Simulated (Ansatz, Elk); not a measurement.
# How far do independent atoms describe CdNi2P2?

Structure refinements treat a crystal as free atoms side by side. For a made-up structure of CdNi2P2 (cell and positions from a PBE relaxation) the runs below show what the calculated density changes in F(hkl).

Main program and level: Elk 11.2.3 (patched build); DFT, PBE, all-electron APW+lo, Dirac cores, scalar-relativistic bands, static density, no spin.

The structure was built from a prototype and need not be the compound's stable phase.

## (1) Starting point

Symmetry: P-3m1, No. 164, trigonal system. The conventional cell has a = 3.845 Å, b = 3.845 Å, c = 6.115 Å, α = 90.00°, β = 90.00°, γ = 120.00°. Nearest to Cd lie 6 P at 2.83 Å and 6 Ni at 3.10 Å. Nearest to Ni lie 4 P at 2.20 to 2.26 Å and 3 Ni at 2.86 Å and 3 Cd at 3.10 Å. Nearest to P lie 4 Ni at 2.20 to 2.26 Å and 3 Cd at 2.83 Å. Farther neighbours are not listed.

## (2) Ground state and structure factors

An all-electron density is needed, since X-rays see the cores too. Task 0 finds the density and task 195 Fourier-transforms it; tshift is off so that phases refer to the origin typed.

Contents of elk.in:

```
tasks
  0
  195

xctype
  20

spinpol
  .false.

rgkmax
  7.0

gmaxvr
  14.0

lmaxo
  7

lmaxapw
  8

swidth
  0.002

tshift
  .false.

ramdisk
  .false.

hmaxvr
  5.5

maxscl
  120

epspot
  1e-06

sppath
  './'

avec
  7.26605181533 -0.00000000000 0.00000000000
  -3.63302590766 6.29258545729 -0.00000000000
  0.00000000000 0.00000000000 11.55641304022

atoms
  3
  'Cd.in'
  1
  0.0000000000 -0.0000000000 -0.0000000000   0.000000 0.000000 0.000000
  'Ni.in'
  2
  0.3333333333 0.6666666667 0.6472803249   0.000000 0.000000 0.000000
  0.6666666667 0.3333333333 0.3527196751   0.000000 0.000000 0.000000
  'P.in'
  2
  0.3333333333 0.6666666667 0.2877019201   0.000000 0.000000 0.000000
  0.6666666667 0.3333333333 0.7122980799   0.000000 0.000000 0.000000

ngridk
  7 7 4
```

Started as:

```sh
OMP_NUM_THREADS=4 elk
```

Numbers of over 12 decimals in the logs are rounded to 6 here.

What it wrote:

```text
┌─────────────────────────┐
│ Elk code version 11.2.3 │
└─────────────────────────┘

All units are atomic (Hartree, Bohr, etc.)

┌─────────────────────────────────────────────────┐
│ Ground-state run starting from atomic densities │
└─────────────────────────────────────────────────┘

Lattice vectors :
   7.266051815      -0.000000000       0.000000000
  -3.633025908       6.292585457      -0.000000000
   0.000000000       0.000000000       11.55641304

Reciprocal lattice vectors :
  0.8647316957      0.4992530773      -0.000000000
   0.000000000      0.9985061546      -0.000000000
   0.000000000       0.000000000      0.5436968448

Unit cell volume      :    528.3852291
Brillouin zone volume :   0.4694495603

Muffin-tin inner radius fraction :   0.1000000000E-01

Nuclei treated as point charges

Species : 1 (Cd)
 parameters loaded from : Cd.in
 name : cadmium
 nuclear charge    :   -48.00000000
 electronic charge :    48.00000000
 atomic mass :    204912.7176
 muffin-tin radius :    2.600000000
 number of radial points in muffin-tin :   1193
 inner part over the whole radius :   0.9972693929E-02
 number on inner part of muffin-tin    :    850
 approximate nuclear radius :   0.8708852602E-04
 number of mesh points to nuclear radius :    426
 atomic positions (lattice), magnetic fields (Cartesian) :
  1 :   0.00000000  0.00000000  0.00000000    0.00000000  0.00000000  0.00000000

Species : 2 (Ni)
 parameters loaded from : Ni.in
 name : nickel
 nuclear charge    :   -28.00000000
 electronic charge :    28.00000000
 atomic mass :    106991.5231
 muffin-tin radius :    2.141966904
 number of radial points in muffin-tin :    993
 inner part over the whole radius :   0.9965508727E-02
 number on inner part of muffin-tin    :    699
 approximate nuclear radius :   0.7325707712E-04
 number of mesh points to nuclear radius :    337
 atomic positions (lattice), magnetic fields (Cartesian) :
  1 :   0.33333333 -0.33333333 -0.35271968    0.00000000  0.00000000  0.00000000
  2 :  -0.33333333  0.33333333  0.35271968    0.00000000  0.00000000  0.00000000

Species : 3 (P)
 parameters loaded from : P.in
 name : phosphorus
 nuclear charge    :   -15.00000000
 electronic charge :    15.00000000
 atomic mass :    56461.71230
 muffin-tin radius :    1.963469662
 number of radial points in muffin-tin :    793
 inner part over the whole radius :   0.9948107324E-02
 number on inner part of muffin-tin    :    552
 approximate nuclear radius :   0.6081821256E-04
 number of mesh points to nuclear radius :    250
 atomic positions (lattice), magnetic fields (Cartesian) :
  1 :   0.33333333 -0.33333333  0.28770192    0.00000000  0.00000000  0.00000000
  2 :  -0.33333333  0.33333333 -0.28770192    0.00000000  0.00000000  0.00000000

Total number of atoms per unit cell :    5
Total muffin-tin volume :    219.3668235
 ratio of muffin-tin to unit cell volume :   0.4151645645

Spin treatment :
 spin-unpolarised

Number of Bravais lattice symmetries :   24
Number of crystal symmetries         :   12
Crystal has inversion symmetry
Real symmetric eigensolver will be used

k-point grid :      7     7     4
k-point offset :    0.000000000       0.000000000       0.000000000
k-point set is reduced with full crystal symmetry group
Total number of k-points :       28

Muffin-tin radius times maximum |G+k| :    7.000000000
 using average radius
Maximum |G+k| for APW functions       :    3.237481337
Maximum (1/2)|G+k|²                   :    5.240642703
Maximum |G| for potential and density :    14.00000000
Constant for pseudocharge density :    9
 order of it for each species :   16  16  16
 order of it for pair densities of each species (exact exchange by exxq0 0: 17) :   14   9   7
Radial integration step length :    1

G-vector grid sizes :     35    35    54
Number of G-vectors :    24435

Maximum angular momentum used for
 APW functions            :    8
 outer part of muffin-tin :    7
 inner part of muffin-tin :    2

Total nuclear charge    :   -134.0000000
[...]
Density of states at Fermi energy :    61.42774887
 (states/Hartree/unit cell)

Estimated indirect band gap :   0.2614786405E-02
 from k-point 19 to k-point 17
Estimated direct band gap   :   0.7419215758E-02
 at k-point 7

Charges :
 core                        :    74.00000000
 valence                     :    60.00000000
 interstitial                :    7.996615916
 muffin-tins (core leakage)
  species : 1 (Cd)
   atom 1                    :    46.09772609     (  0.2551809328E-03)
  species : 2 (Ni)
[...]
species : 3 (P)
[...]
total in muffin-tins        :    126.0033841
 total calculated charge     :    133.9948602
 total charge                :    134.0000000
 error                       :   0.5139802987E-02

RMS change in Kohn-Sham potential (target) :   0.5058864201     (  0.1000000000E-05)
Absolute change in total energy (target)   :   0.3983214405E-01 (  0.1000000000E-03)

[... loops 3 to 17 left out ...]

┌──────────────────┐
│ Loop number : 18 │
└──────────────────┘

Energies :
 Fermi                       :     0.271915
 sum of occupied eigenvalues :     -5482.4352758642
 electron kinetic            :      9643.9467239146
 core electron kinetic       :      9123.7977848426
 Coulomb                     :     -18637.401329426
 Coulomb potential           :     -14699.129996468
 nuclear-nuclear             :     -1197.6040944087
 electron-nuclear            :     -20211.043424395
 Hartree                     :      2771.2461893775
 Madelung                    :     -11287.836331192
 xc potential                :     -427.25200331087
 exchange                    :     -321.98696802960
 correlation                 :     -6.463064
 electron entropic           :    -0.10736223048678E-02
 total energy                :     -9321.9057111317

Density of states at Fermi energy :    83.44874895
 (states/Hartree/unit cell)

Estimated indirect band gap :   0.7490266380E-03
 from k-point 10 to k-point 22
Estimated direct band gap   :   0.1082609520E-01
 at k-point 25

Charges :
 core                        :    74.00000000
 valence                     :    60.00000000
 interstitial                :    8.486355389
 muffin-tins (core leakage)
  species : 1 (Cd)
[...]
species : 2 (Ni)
[...]
species : 3 (P)
[...]
total in muffin-tins        :    125.5136446
 total calculated charge     :    133.9949096
 total charge                :    134.0000000
 error                       :   0.5090431747E-02

RMS change in Kohn-Sham potential (target) :   0.1817581541E-06 (  0.1000000000E-05)
Absolute change in total energy (target)   :   0.5253994823E-04 (  0.1000000000E-03)

Convergence targets achieved

┌──────────────────┐
│ Loop number : 19 │
└──────────────────┘

Energies :
 Fermi                       :     0.271915
 sum of occupied eigenvalues :     -5482.4352544872
 electron kinetic            :      9643.9467423164
 core electron kinetic       :      9123.7977963745
 Coulomb                     :     -18637.401329097
 Coulomb potential           :     -14699.130000397
 nuclear-nuclear             :     -1197.6040944087
 electron-nuclear            :     -20211.043418892
 Hartree                     :      2771.2461842030
 Madelung                    :     -11287.836328899
 xc potential                :     -427.25199640641
 exchange                    :     -321.98696773131
 correlation                 :     -6.463064
 electron entropic           :    -0.10736225346658E-02
 total energy                :     -9321.9056920908

Density of states at Fermi energy :    83.44877161
 (states/Hartree/unit cell)

Estimated indirect band gap :   0.7490234873E-03
 from k-point 10 to k-point 22
Estimated direct band gap   :   0.1082608019E-01
 at k-point 25

Charges :
 core                        :    74.00000000
 valence                     :    60.00000000
 interstitial                :    8.486355329
 muffin-tins (core leakage)
  species : 1 (Cd)
[...]
species : 2 (Ni)
[...]
atom 2                    :    26.79637367     (  0.1100759909E-02)
  species : 3 (P)
   atom 1                    :    12.66439197     (  0.1239759598E-02)
   atom 2                    :    12.66439197     (  0.1239759598E-02)
 total in muffin-tins        :    125.5136447
 total calculated charge     :    133.9949096
 total charge                :    134.0000000
 error                       :   0.5090432076E-02

┌──────────────────────────────┐
│ Self-consistent loop stopped │
└──────────────────────────────┘

Warning : core states of species 1 leak from the muffin-tin :   0.2419559948E-03

Warning : core states of species 2 leak from the muffin-tin :   0.1100759909E-02

Warning : core states of species 3 leak from the muffin-tin :   0.1239759598E-02

Wrote STATE.OUT
```

The job ended after 23 s (4 threads of AMD EPYC 9B14 (Zen 4), shared host; peak memory 0.19 GiB).

SFACRHO.OUT:

```text

h k l indices transformed by vhmat matrix:
   1.000000000       0.000000000       0.000000000    
   0.000000000       1.000000000       0.000000000    
   0.000000000       0.000000000       1.000000000    

      h      k      l  multipl.   |H|            Re(F)            Im(F)           |F|

      0      0      0      1   0.0000000       134.00000      0.84004253E-16   134.00000    
      0      0      1      2  0.54369684       7.1656844      -0.0000000       7.1656844    
      1     -1      0      6  0.99850615       5.8853590      -0.0000000       5.8853590    
      0      0      2      2   1.0873937       7.6790801     -0.82494204E-14   7.6790801    
      0      1     -1      6   1.1369348       70.769739     -0.54996136E-14   70.769739    
     -1      1     -1      6   1.1369348       43.695249     -0.87077215E-14   43.695249    
      0     -1     -2      6   1.4762925       79.962148      0.18332045E-13   79.962148    
      0     -1      2      6   1.4762925       24.473667      0.91660226E-14   24.473667    
      0      0     -3      2   1.6310905       86.678777     -0.10999227E-13   86.678777    
      2     -1      0      6   1.7294634       93.464967     -0.36030138E-16   93.464967    
      1     -2      1     12   1.8129120       6.9530598     -0.18332045E-14   6.9530598    
     -1      0     -3      6   1.9124515       33.621679     -0.45830113E-14   33.621679    
      1     -1      3      6   1.9124515      -12.801248     -0.15353088E-13   12.801248    
     -2      2      0      6   1.9970123       6.3242093      -0.0000000       6.3242093    
     -2      1     -2     12   2.0429069       7.7648581      -0.0000000       7.7648581    
     -2      0     -1      6   2.0697015       34.515075     -0.36664090E-14   34.515075    
     -2      0      1      6   2.0697015       56.552833      0.91660226E-14   56.552833    
      0      0      4      2   2.1747874       11.552066      0.82494204E-14   11.552066
```

Elk indexes on the primitive cell of elk.in and gives |H| = 4π sin θ/λ in inverse bohr. Below, one row stands for each form hkl of the conventional cell (m members, Friedel mates merged), F is for one primitive cell and the density is static (no thermal factor). Free-atom factors are Waasmaier and Kirfel's, and R is Σm||F|−|F'||/Σm|F|.

| hkl | m | sin θ/λ (Å⁻¹) | abs F, DFT | neutral atoms | diff. |
| --- | --- | --- | --- | --- | --- |
| 001 | 2 | 0.082 | 7.166 | 7.510 | -0.345 |
| 100 | 6 | 0.150 | 5.885 | 6.331 | -0.445 |
| 002 | 2 | 0.164 | 7.679 | 8.129 | -0.450 |
| 101 | 6 | 0.171 | 70.770 | 70.710 | +0.059 |
| 011 | 6 | 0.171 | 43.695 | 43.717 | -0.022 |
| 012 | 6 | 0.222 | 79.962 | 80.093 | -0.131 |
| 102 | 6 | 0.222 | 24.474 | 24.512 | -0.038 |
| 003 | 2 | 0.245 | 86.679 | 86.969 | -0.290 |
| 110 | 6 | 0.260 | 93.465 | 93.875 | -0.410 |
| 111 | 12 | 0.273 | 6.953 | 6.912 | +0.041 |
| 103 | 6 | 0.288 | 33.622 | 33.679 | -0.057 |
| 013 | 6 | 0.288 | 12.801 | 12.990 | -0.189 |
| 200 | 6 | 0.300 | 6.324 | 5.950 | +0.374 |
| 112 | 12 | 0.307 | 7.765 | 7.527 | +0.238 |
| 201 | 6 | 0.311 | 34.515 | 34.555 | -0.040 |
| 021 | 6 | 0.311 | 56.553 | 56.786 | -0.233 |
| 004 | 2 | 0.327 | 11.552 | 11.335 | +0.217 |
| 202 | 6 | 0.342 | 65.303 | 65.568 | -0.264 |

## (3) The highest occupied states alone

An energy window below the Fermi level keeps the highest occupied states, to see at which angles they scatter; shallow core shells can lie inside it and anion s states outside. No new self-consistency is needed.

elk.in, as its differences from that of step 2:

```diff
@@ -1,3 +1,2 @@
 tasks
-  0
   195
@@ -40,2 +39,5 @@
 
+wsfac
+  -0.169080 0.571910
+
 sppath
```

Started as:

```sh
OMP_NUM_THREADS=4 elk
```

What it wrote:

```text
┌─────────────────────────────────┐
│ Elk code version 11.2.3 started │
└─────────────────────────────────┘

Info(readinput): the functional depends on the density's gradient
 muffin-tin radial points multiplied by    2.00000
 (not where nrmtscf is given)

┌────────────────────┐
│ Current task : 195 │
└────────────────────┘
Info(checkmt): changed muffin-tin radius of species 2 (Ni) from   2.4000 to   2.1420
Info(checkmt): changed muffin-tin radius of species 3 (P) from   2.2000 to   1.9635

Info(sfacrho): density structure factors written to SFACRHO.OUT

 Energy window :  -0.1690800000      0.5719100000

┌──────────────────┐
│ Elk code stopped │
└──────────────────┘
```

Wall time 6.2 s (4 threads); peak memory 0.16 GiB.

States within 12 eV below the Fermi level hold 41.29 electrons; any levels below the window count with the cores, and a count that is not whole means the window cuts a band. Their amplitudes can exceed the total, where window and core parts have opposite phase:

| hkl | sin θ/λ (Å⁻¹) | abs F, window | abs F, all |
| --- | --- | --- | --- |
| 001 | 0.082 | 2.182 | 7.166 |
| 100 | 0.150 | 1.660 | 5.885 |
| 002 | 0.164 | 0.090 | 7.679 |
| 101 | 0.171 | 17.462 | 70.770 |
| 011 | 0.171 | 4.542 | 43.695 |
| 012 | 0.222 | 15.388 | 79.962 |
| 102 | 0.222 | 1.331 | 24.474 |
| 003 | 0.245 | 13.713 | 86.679 |
| 110 | 0.260 | 13.332 | 93.465 |
| 111 | 0.273 | 1.766 | 6.953 |

## (4) Another functional

The difference from free atoms is small, so it is set against the change that PBEsol makes.

elk.in, as its differences from that of step 3:

```diff
@@ -1,2 +1,3 @@
 tasks
+  0
   195
@@ -4,3 +5,3 @@
 xctype
-  20
+  22
 
@@ -39,5 +40,2 @@
 
-wsfac
-  -0.169080 0.571910
-
 sppath
```

Started as:

```sh
OMP_NUM_THREADS=4 elk
```

What it wrote:

```text
┌─────────────────────────┐
│ Elk code version 11.2.3 │
└─────────────────────────┘

All units are atomic (Hartree, Bohr, etc.)

┌─────────────────────────────────────────────────┐
│ Ground-state run starting from atomic densities │
└─────────────────────────────────────────────────┘

Lattice vectors :
   7.266051815      -0.000000000       0.000000000
  -3.633025908       6.292585457      -0.000000000
   0.000000000       0.000000000       11.55641304

Reciprocal lattice vectors :
  0.8647316957      0.4992530773      -0.000000000
[...]
atom 2                    :    12.65057423     (  0.1250198918E-02)
 total in muffin-tins        :    125.4954919
 total calculated charge     :    133.9948351
 total charge                :    134.0000000
 error                       :   0.5164873460E-02

┌──────────────────────────────┐
│ Self-consistent loop stopped │
└──────────────────────────────┘

Warning : core states of species 1 leak from the muffin-tin :   0.2447952254E-03

Warning : core states of species 2 leak from the muffin-tin :   0.1121940792E-02

Warning : core states of species 3 leak from the muffin-tin :   0.1250198918E-02

Wrote STATE.OUT
[key lines of the parts left out:]
total energy                :     -9315.6180837939
```

Wall time 23 s (4 threads); peak memory 0.19 GiB; 67 s of CPU time.

Against the first run R = 0.03 %; the largest change is -0.032 at 012.

## (5) Basis size

The basis and the expansions that go with it are enlarged, to see whether the differences are converged.

elk.in, as its differences from that of step 4:

```diff
@@ -5,3 +5,3 @@
 xctype
-  22
+  20
 
@@ -11,12 +11,12 @@
 rgkmax
-  7.0
+  8.5
 
 gmaxvr
-  14.0
+  18.0
 
 lmaxo
-  7
+  9
 
 lmaxapw
-  8
+  10
```

Started as:

```sh
OMP_NUM_THREADS=4 elk
```

What it wrote:

```text
┌─────────────────────────┐
│ Elk code version 11.2.3 │
└─────────────────────────┘

All units are atomic (Hartree, Bohr, etc.)

┌─────────────────────────────────────────────────┐
│ Ground-state run starting from atomic densities │
└─────────────────────────────────────────────────┘

Lattice vectors :
   7.266051815      -0.000000000       0.000000000
  -3.633025908       6.292585457      -0.000000000
   0.000000000       0.000000000       11.55641304

Reciprocal lattice vectors :
  0.8647316957      0.4992530773      -0.000000000
[...]
atom 2                    :    12.66739752     (  0.1240463071E-02)
 total in muffin-tins        :    125.5491925
 total calculated charge     :    133.9950778
 total charge                :    134.0000000
 error                       :   0.4922159120E-02

┌──────────────────────────────┐
│ Self-consistent loop stopped │
└──────────────────────────────┘

Warning : core states of species 1 leak from the muffin-tin :   0.2419883576E-03

Warning : core states of species 2 leak from the muffin-tin :   0.1102393831E-02

Warning : core states of species 3 leak from the muffin-tin :   0.1240463071E-02

Wrote STATE.OUT
[key lines of the parts left out:]
total energy                :     -9321.9300921977
```

Elapsed: 48 s, on 4 threads; peak memory 0.35 GiB.

Against the first run R = 0.01 %; the largest change is -0.013 at 303.

## (6) Settings against the effect

| run | R against the first run (%) | R against neutral atoms, low angle (%) | wall time |
| --- | --- | --- | --- |
| PBE, rgkmax 7 | 0.00 | 0.44 | 23 s |
| PBEsol | 0.03 | 0.46 | 23 s |
| rgkmax 8.5 with larger expansions | 0.01 | 0.43 | 48 s |

## (7) Summary of results

```json
{
  "R against neutral atoms, sin θ/λ < 0.3 Å⁻¹": "0.44 %",
  "R against neutral atoms, 0.3 to 0.79 Å⁻¹": "0.22 %"
}
```

What this shows: Independent neutral atoms miss the calculated amplitudes by R = 0.44 % below 0.3 Å⁻¹ and 0.22 % from there to 0.79 Å⁻¹; by shells, 4.81 % below 0.15 Å⁻¹ (1 form), 0.41 % 0.15 to 0.3 (11 forms), 0.31 % 0.3 to 0.45 (23 forms), 0.20 % above 0.45 (114 forms). Bonding, aspherical density and the tables' own atoms all enter these figures, and the runs don't part them. The largest change of an amplitude is -0.45 electrons, at 002. The window's part falls from 41.3 electrons at the origin to at most 4.52 between 0.45 and 0.79 Å⁻¹, where compact states inside the window still scatter. Below 0.3 Å⁻¹ the changes that finished (PBEsol and rgkmax 8.5 with larger expansions) move F by R = 0.04 % at most, against the 0.44 % that separates it from free atoms. The k-mesh has no finished test. These runs have no spin, though d or f shells may be open. Part of the difference isn't bonding: the tables are fits to free atoms and ions calculated by other methods than this functional. Thermal motion, anomalous dispersion and extinction are left out.

[Logs are printed without paths, hosts, clocks, repeated set-up lines and the standing remarks that a program may print on its own settings, such as how far it seeks lower states.]

[Hosts, paths, dates, database ids (printed as entryN), source tags and the programs' standing remarks are cut or masked in the printed files.]
